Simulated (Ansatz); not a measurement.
# Glassy CaAl2Si2O8 (117 atoms): where an added charge goes, part 4 of 4

Aim: add and remove one electron in glassy CaAl2Si2O8 (117 atoms), with atoms held and relaxed, and read trapping energy and localisation.

Ansatz 0.2.0; Kohn-Sham DFT, PBE, PAW (set soft_2), plane waves.

The cell: 18 Al, 9 Ca, 72 O and 18 Si. The quench rate of 20 K/ps is orders of magnitude faster than experiment. The network of bonds at the start is that of the classical potential that made the cell. Only the Γ point is sampled, in a cell whose shortest periodic width is 12 Å.

So far. Step 7 (An extra electron, levels at the relaxed geometry): An extra electron, levels at the relaxed geometry: the energy stands 8.02 eV above that of the reference. An odd electron should give 1 μB; this run ended with the carrier shared between both spins. Step 8 (Neutral at the geometry of the electron): Neutral at the geometry of the electron: the energy stands 0.00791 eV above that of the reference.

## 9. An extra hole, atoms held

The electron count changes by one with the atoms held: a vertical process, on a uniform background, with spin and a narrow Fermi–Dirac smearing. Its energy against the neutral cell hangs on the program's zero of potential.

input.yaml reads:

```yaml
crystal:
  lattice:
    - [11.5363, 0.0, 0.0]
    - [0.0, 11.5363, 0.0]
    - [0.0, 0.0, 11.5363]
  atoms:
    [... the 117 atom lines of step 4 ...]
total_charge: 1
kpoints:
  mp_grid: { grid: [1, 1, 1] }
hamiltonian:
  xc: pbe
scf:
  occupations: { method: fermi_dirac, width: 0.01 }
  lower_state_search: "off"
output:
  forces: true
  stress: true
  populations: true
  dos:
    method: { smearing: { sigma: 0.08 } }
    de: 0.1
    projected: { site_lists: { Al: [Al], Ca: [Ca], O: [O], Si: [Si] } }
  eigenvalues: true
  write_density: true
  write_potential: true
  volumetric_format: npy
magnetization:
  spin_polarized: true
  initial_magnetization: 1
```

Command:

```
$ ansatz run input.yaml --threads 4 --pin off --max-ram 8192MiB --backend cpu --events-out ev --progress --plain --runs-dir out
```

Numbers of over 12 decimals in the logs are rounded to 6 here.

The log of the run:

```text
[...]
Crystal: 117 atoms, lattice volume = 1535.323 Å³
Basis set: ecut = 420 eV, 30047 PW (Γ), exchange–correlation on 160×160×160 points (8 copies of the dense FFT grid, shifted against one another)
Bands: 441, of which v1, the nominal top of the filled ones, is band 324 counted from 1 (323 counted from 0)
Symmetry: 1 space group operations
[...]
k-points: 1
[...]
Starting moments: Σ|m| = 1 μB on 117 of 117 sites
[...]
SCF iter   1: F=—  HF=-78560.234966 eV  |F-HF|=—  |Δ(HF+E_count)|=         —  Δρ=5.57e-2 (↑5.35e-2 ↓5.57e-2)  dr2=3.03e2  dr2_m=5.76e-1  M=1.000 μB ∫|m|=1.046 μB  β_m=1.00  ethr=3.10e-3  ⟨swp⟩=8.0  Hψ=4590  notcnv=0  defer=134
[...]
SCF iter   2: F=—  HF=-78512.069718 eV  |F-HF|=—  |Δ(HF+E_count)|=         —  Δρ=3.35e-2 (↑2.91e-2 ↓3.35e-2)  dr2=8.83e1  dr2_m=6.86e-1  M=0.671 μB ∫|m|=0.874 μB  β_m=0.30  ethr=3.10e-3  ⟨swp⟩=3.0  Hψ=1996  notcnv=0  defer=222
[...]
SCF iter  11: F=—  HF=-78485.196101 eV  |F-HF|=—  |Δ(HF+E_count)|=   2.54e-2  Δρ=5.35e-3 (↑1.59e-3 ↓5.35e-3)  dr2=9.60e-1  dr2_m=7.66e-2  M=0.995 μB ∫|m|=1.060 μB  β_m=0.30  ethr=9.78e-5  ⟨swp⟩=3.0  Hψ=718  notcnv=0  defer=218
[...]
SCF iter  13: F=—  HF=-78485.224596 eV  |F-HF|=—  |Δ(HF+E_count)|=   8.82e-2  Δρ=6.78e-3 (↑1.28e-3 ↓6.78e-3)  dr2=1.28e0  dr2_m=1.50e-1  M=0.992 μB ∫|m|=1.087 μB  β_m=0.16  ethr=9.78e-5  ⟨swp⟩=2.5  Hψ=1316  notcnv=0  defer=218
[...]
SCF iter  41: F=-78485.209519 eV  HF=-78485.209519 eV  |F-HF|=4.79e-9  |Δ(HF+E_count)|=  2.91e-11  Δρ=4.70e-7 (↑7.42e-8 ↓4.70e-7)  dr2=5.79e-9  dr2_m=7.84e-10  M=1.000 μB ∫|m|=1.093 μB  β_m=0.22  ethr=1.49e-12  ⟨swp⟩=4.0  Hψ=3262  notcnv=0
SCF iter  42: F=-78485.209519 eV  HF=-78485.209519 eV  |F-HF|=7.13e-10  |Δ(HF+E_count)|=  5.82e-11  Δρ=1.87e-7 (↑3.63e-8 ↓1.87e-7)  dr2=8.92e-10  dr2_m=1.32e-10  M=1.000 μB ∫|m|=1.093 μB  ethr=1.00e-12  ⟨swp⟩=4.0  Hψ=3262  notcnv=0
SCF 1 converged in 42 iterations: F = -78485.209519 eV  dr2 = 8.92e-10
[...]
SCF converged after 42 iterations
Magnetization: 0.9997 μB (323.9998 up, 323.0002 down)
Absolute magnetization: 1.0941 μB (∫|ρ↑−ρ↓|, with the PAW one-centre terms)
[...]
Per-site moments (μB) at R_I (Å): [(-2.9791389518857524e-5, 0.715230), (-0.000103047, 0.701004), (-0.000707217, 0.736182), (1.6612237805361153e-5, 0.703674), (3.7901244124187083e-6, [...]
Free energy (F): -78485.209519 eV
[...]
Internal energy: -78485.192151 eV  (E = F + TS)
E sigma→0 (E₀):  -78485.200835 eV
Entropy (-TS):   -0.017368 eV (-0.148 meV/atom)
Fermi energy:    3.808040 eV
[...]
Σ components = -78485.209519   (vs F -78485.209519, Δ=0.00e0)
--- Forces (eV/Å), atoms counted from 1 ---
  atom   1  Al    -0.06422640     0.00560689    -0.08210984
  atom   2  Al     0.59929028    -0.05725096     0.25682945
  atom   3  Al    -0.32411643    -0.43126407     0.05602903
  atom   4  Al     0.00373619     0.21350872     0.11465852
[...]
atom 117  Si     0.29266264     0.11799147    -0.03985396
  max |Σ_I F_I| component: 1.23e-5 eV/Å
--- Stress (GPa, compression-positive) ---
        1.486213      -1.521799       1.848756
       -1.521800       1.137507       0.887548
        1.848757       0.887559       1.791873
  P = ⅓ Tr σ = 1.4719 GPa (14.719 kbar)
--- Band table (eV) ---
[...]
--- Löwdin populations: 117 sites ---
  site symbol       q [e]    m [muB]
     0     Al      1.6734    -0.0006
     1     Al      1.6835    -0.0027
     2     Al      1.6678    -0.0058
[...]
116     Si      2.2523    -0.0014
  spilling = 0.012011 (of n_electrons = 647.000000)
```

Wall time 2.2 min (4 threads of Arm Neoverse V2, shared host); peak memory 3.6 GiB.

An extra hole, atoms held: the energy stands 3.94 eV below that of the reference, with a moment of 1.00 μB.

The levels nearest the highest filled one (over half full), pooled over k-points and spins:

```tsv
level less the highest filled one (eV)	occupation
-0.0808	1
-0.0299	0.975
-0.0174	0.917
0	0.659
0.0086	0.45
4.28	0
4.29	0
5.66	0
```

Spin density in the ac plane at fractional y = 0.231, with atoms of Al and Ca and O and Si within 0.2 Å of it.

Ten even steps from '0' (-0.04 × 1e-2 e/Å³) to '9' (3.04 × 1e-2 e/Å³), each cell a mean:
```
00000000000000000000000000000000
00000000000000000000000000000000
00000011100000000000000000000000
00000001100000000000000000000000
00000000000000000000000000000000
00000000000000000000000000000000
00000000000000000000000000000000
00000000000000000000000000692000
00000000000000000000000001792000
00000000000000000000000000010000
11000000000000000000000000000000
11000000000000000000000000000000
00000000000000000000000000000000
00000000000000000000000000000000
00000000000000000000000000000000
00000000000000000000110000000000
00000000000000000000010000000000
00000000000000000000000000000000
11000023100000000000000000000014
21000012000000000000000000000025
00000000000000000000000000000000
00000000000000000000000000000000
00000000000000000000000000000000
00000000000000000000000000000000
```
Columns run along a (11.5 Å), rows up along c (11.5 Å). Atoms in or near the plane, at fractional coordinates: Al at (0.31, 0.30), Ca at (0.36, 0.04), O at (0.24, 0.64), O at (0.99, 0.19), Si at (0.17, 0.51), Si at (0.17, 0.76).

## 10. An extra hole, atoms relaxed

The atoms now respond to the charge; the energy gained comes from screening by the atoms, from trapping if the charge localises, and from any strain left in the reference.

Input and log are left out; they have the form of those shown for this kind of step.

Elapsed: 10 min, on 4 threads of Arm Neoverse V2, shared host; peak memory 3.6 GiB; 41 min of CPU time.

The relaxation converged after 16 steps, 0.254 eV below its start, with a largest force component of 0.035 eV/Å.

An extra hole, atoms relaxed: the energy stands 4.19 eV below that of the reference, with a moment of 1.00 μB.

## 11. An extra hole, levels at the relaxed geometry

A single point at the new geometry gives levels and spin density.

Input and log are left out; they have the form of those shown for this kind of step.

Run time: 93 s. Hardware: 4 threads of Arm Neoverse V2, shared host; peak memory 3.6 GiB; 6.1 min of CPU time.

An extra hole, levels at the relaxed geometry: the energy stands 4.19 eV below that of the reference, with a moment of 1.00 μB.

The surroundings of O68, which holds the most spin, nearest first, numbered as they follow in the input and with coordinates relative to it.

```tsv
atom	x	y	z	distance (Å)	Löwdin charge (e)	moment (μB)
O68	0.00	0.00	0.00	0.00	-0.74	0.37
Al6	0.71	1.45	0.87	1.83	1.35	0.00
Al3	-1.89	-0.18	-0.13	1.90	1.34	0.00
O77	-1.45	0.98	-1.49	2.30	-0.65	0.30
Ca27	1.70	-1.03	-1.21	2.33	1.82	0.00
O52	-2.17	0.24	1.57	2.69	-0.88	0.01
O92	1.43	0.54	2.31	2.77	-0.80	0.02
O78	1.97	2.11	-0.21	2.89	-0.84	0.01
O55	-0.49	2.61	1.35	2.98	-0.82	0.00
O57	-2.26	-1.93	-0.28	2.98	-0.84	0.00
O44	3.32	-0.26	0.37	3.35	-0.98	0.00
Si108	-1.07	2.43	-2.20	3.45	1.74	0.00
O29	0.95	-0.43	-3.33	3.49	-0.89	0.00
Al8	2.83	-0.54	2.05	3.54	1.29	0.00
O85	0.55	2.31	-2.72	3.61	-0.80	0.01
```

The distance from O68 to O77 changes most, from 2.64 Å in the neutral cell to 2.30 Å.

The levels nearest the highest filled one (over half full), pooled over k-points and spins:

```tsv
level less the highest filled one (eV)	occupation
-0.260	1
-0.259	1
-0.0484	1
0	0.987
0.0872	0.013
3.92	0
3.92	0
5.27	0
```

Spin density in the ab plane at fractional z = 0.425, with atoms of Al and Ca and O and Si within 0.2 Å of it.

Ten even steps from '_' (0.00 e/Å³) to '@' (0.43 e/Å³), each cell a mean:
```
________________________________________________________________
______________________________________________..::______________
____________________________________________..**@@..____________
______________________________________________::@@==____________
________________________________________________....____________
________________________________________________________________
________________________________________________________________
________________________________________________________________
________________________________________________________________
________________________________________________________________
________________________________________________________________
________________________________________________________________
________________________________________________________________
________________________________________________________________
________________________________________________________________
________________________________________________________________
________________________________________________________________
________________________________________________________________
________________________________________________________________
________________________________________________________________
________________________________________________________________
________________________________________________________________
________________________________________________________________
________________________________________________________________
```
Columns run along a (11.5 Å), rows up along b (11.5 Å). Atoms in or near the plane, at fractional coordinates: Al at (0.59, 0.85), Ca at (0.69, 0.48), O at (0.26, 0.29), O at (0.43, 0.91), O at (0.75, 0.87), O at (0.92, 0.59), Si at (0.44, 0.63).

## 12. Neutral at the geometry of the hole

The neutral cell at the new geometry gives the energy of that geometry without the charge.

input.yaml reads:

```yaml
crystal:
  lattice:
    - [11.5363, 0.0, 0.0]
    - [0.0, 11.5363, 0.0]
    - [0.0, 0.0, 11.5363]
  atoms:
    - { symbol: Al, position: [0.34259, 0.98658, 0.94805] }
    - { symbol: Al, position: [0.83982, 0.96847, 0.0654] }
    - { symbol: Al, position: [0.59072, 0.85125, 0.41395] }
    - { symbol: Al, position: [0.31471, 0.23004, 0.30245] }
    - { symbol: Al, position: [0.96933, 0.51582, 0.30081] }
    - { symbol: Al, position: [0.81587, 0.99249, 0.49998] }
    [... 105 atom lines left out ...]
    - { symbol: Si, position: [0.90205, 0.57377, 0.57322] }
    - { symbol: Si, position: [0.47334, 0.81775, 0.08891] }
    - { symbol: Si, position: [0.83069, 0.90709, 0.76889] }
    - { symbol: Si, position: [0.07674, 0.67232, 0.09634] }
    - { symbol: Si, position: [0.73161, 0.74146, 0.09563] }
    - { symbol: Si, position: [0.95701, 0.31111, 0.643] }
kpoints:
  mp_grid: { grid: [1, 1, 1] }
hamiltonian:
  xc: pbe
scf:
  occupations: { method: fixed }
output:
  forces: true
  stress: true
  populations: true
  dos:
    method: { smearing: { sigma: 0.08 } }
    de: 0.1
    projected: { site_lists: { Al: [Al], Ca: [Ca], O: [O], Si: [Si] } }
  eigenvalues: true
```

The log of the run:

```text
[...]
Crystal: 117 atoms, lattice volume = 1535.323 Å³
Basis set: ecut = 420 eV, 30047 PW (Γ), exchange–correlation on 160×160×160 points (8 copies of the dense FFT grid, shifted against one another)
Bands: 441, of which v1, the nominal top of the filled ones, is band 324 counted from 1 (323 counted from 0)
Symmetry: 1 space group operations
[...]
k-points: 1
[...]
SCF iter   1: F=—  HF=-78480.316739 eV  |F-HF|=—  |Δ(HF+E_count)|=         —  Δρ=2.84e-3  dr2=1.96e-1  ethr=1.77e-3  ⟨swp⟩=6.0  Hψ=1584  notcnv=0  defer=110
[...]
SCF iter   8: F=—  HF=-78480.310858 eV  |F-HF|=—  |Δ(HF+E_count)|=   2.60e-6  Δρ=1.04e-5  dr2=1.42e-6  ethr=5.27e-10  ⟨swp⟩=3.0  Hψ=611  notcnv=0  defer=112
SCF iter   9: F=-78480.310858 eV  HF=-78480.310858 eV  |F-HF|=4.03e-8  |Δ(HF+E_count)|=   2.26e-7  Δρ=2.04e-6  dr2=6.48e-8  ethr=1.54e-11  ⟨swp⟩=20.0  Hψ=3782  notcnv=0
SCF 1 converged in 9 iterations: F = -78480.310858 eV  dr2 = 6.48e-8
[...]
SCF converged after 9 iterations
Free energy (F): -78480.310858 eV
[...]
Internal energy: -78480.310858 eV  (E = F + TS)
E sigma→0 (E₀):  -78480.310858 eV
Fermi energy:    6.181679 eV
[...]
Σ components = -78480.310858   (vs F -78480.310858, Δ=0.00e0)
--- Forces (eV/Å), atoms counted from 1 ---
  atom   1  Al     0.18020558    -0.03429364     0.11543162
  atom   2  Al    -0.41147539     0.07667788     0.37021953
  atom   3  Al     2.22215588     1.22180279    -1.05952682
  atom   4  Al     0.16888522    -0.23362795    -0.01628085
[...]
atom 117  Si    -0.17181264    -0.05371349    -0.06658772
  max |Σ_I F_I| component: 1.29e-4 eV/Å
--- Stress (GPa, compression-positive) ---
        0.842264      -1.587684       2.232665
       -1.587686       0.677753       0.649939
        2.232665       0.649949       1.543120
  P = ⅓ Tr σ = 1.0210 GPa (10.210 kbar)
--- Band table (eV) ---
[...]
--- Löwdin populations: 117 sites ---
  site symbol       q [e]
     0     Al      1.6801
     1     Al      1.6910
     2     Al      1.7008
[...]
116     Si      2.2596
  spilling = 0.012135 (of n_electrons = 648.000000)
```

It took 28 s on 4 threads; peak memory 2.1 GiB; 1.8 min of CPU time.

Neutral at the geometry of the hole: the energy stands 0.963 eV above that of the reference.

## 13. Energies and spread of the extra charge

Energies are differences within one cell and functional; the shift is the gain plus the neutral cell's energy at the new geometry, that is how much cheaper the vertical process becomes there. The spread is the participation number of the site moments (1/Σw², over the spin inside atomic spheres), with the atom that holds the largest share and the spin that the spheres hold in all.

```tsv
carrier	charged less neutral, atoms held (eV)	gain on relaxing (eV)	neutral cell at that geometry, less the reference (eV)	shift of the vertical energy (eV)	spread, atoms held	spread, relaxed
electron	8.033	0.010	0.008	0.018	-	-
hole	-3.935	0.254	0.963	1.218	19; O30 12 % of 0.79 μB	3; O68 45 % of 0.83 μB
```

## 14. Findings

The extra electron gains 0.0096 eV as the atoms relax: so small a gain shows no trapping at this level. The cell with the electron keeps a moment of only 0.00 μB where one unpaired electron should give 1 μB: the carrier is shared between both spins, which can hide trapping. The extra hole gains 0.25 eV as the atoms relax, and its spin goes from about 19 to 3 atoms: the atoms trap it, with the largest share on O68. The O68–O77 distance goes from 2.64 to 2.30 Å. Adding the two vertical energies gives 4.10 eV, against a gap of 3.86 eV in the neutral cell. The zero of the potential cancels in this sum; the excess isn't taken apart here: charging of a small cell, filling of bands on a coarse mesh and the attraction to the background can all enter.

**Limits.** Single energies of charged cells hang on the program's zero of potential. In the spin-polarised runs the search for a state of lower energy was switched off. No distortion was seeded, so a trapped state behind a barrier can't be found. Local and semilocal functionals favour spread-out charges, so trapping can be missed. Charged cells carry a uniform background, with no correction for images.

The DFT runs together took 30 min of wall time.

[Logs are printed without paths, hosts, clocks, repeated set-up lines and the standing remarks that a program may print on its own settings, such as how far it seeks lower states.]

[Hosts, paths, dates, database ids (printed as entryN), source tags and the programs' standing remarks are cut or masked in the printed files.]
